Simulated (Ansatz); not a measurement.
# Settings and their price: (5,5) carbon nanotube bundle (80 atoms)

The cell holds 80 atoms: 80 C. Cell: a = 10.081 Å, b = 10.081 Å, c = 9.840 Å, α = 90.0°, β = 90.0°, γ = 120.0°. It derives from C (graphene). Graphene sheet (a = 2.46 Å) rolled into a (5,5) tube of diameter 6.78 Å, 4 periods, hexagonal bundle with 3.3 Å between walls; not relaxed, displaced by a Gaussian of 0.02 Å.

Geometry: as built.

Reference run: Kohn-Sham DFT, PBE+D3(BJ), PAW (set soft_2), plane waves (Ansatz 0.2.0), cutoff 750 eV, k-mesh 2×2×2, gaussian smearing of 0.05 eV.

| Property | Result |
| --- | --- |
| r.m.s. force component | 1.183 eV/Å |
| SCF cycles | 9 |
| time | 29 s on 4 threads of AMD EPYC 9R45, shared host |

Variants, in no order:
A. support functions medium, spacing 0.297 Å (grid laid 0.280 Å)
B. support functions medium, spacing 0.411 Å (grid laid 0.41 Å)
C. support functions medium, spacing 0.343 Å (grid laid 0.336 Å)
D. support functions medium, spacing 0.183 Å (grid laid 0.182 Å)
E. support functions high

**Question.** Rank the variants by how far their forces lie from the reference's, least first.

E, D, A, C, B.

```
                                                         variant  Δ force, r.m.s. (meV/Å)  share of r.m.s. force (%)  time over the reference's
                                       E. support functions high                    0.098                     0.0083                        6.3
D. support functions medium, spacing 0.183 Å (grid laid 0.182 Å)                    0.198                     0.0168                        2.8
A. support functions medium, spacing 0.297 Å (grid laid 0.280 Å)                     7.97                      0.674                        1.3
C. support functions medium, spacing 0.343 Å (grid laid 0.336 Å)                     23.9                       2.02                        1.2
 B. support functions medium, spacing 0.411 Å (grid laid 0.41 Å)                      445                       37.6                        1.4
```

[Logs are printed without paths, hosts, clocks, repeated set-up lines and the standing remarks that a program may print on its own settings, such as how far it seeks lower states.]

[Hosts, paths, dates, database ids (printed as entryN), source tags and the programs' standing remarks are cut or masked in the printed files.]
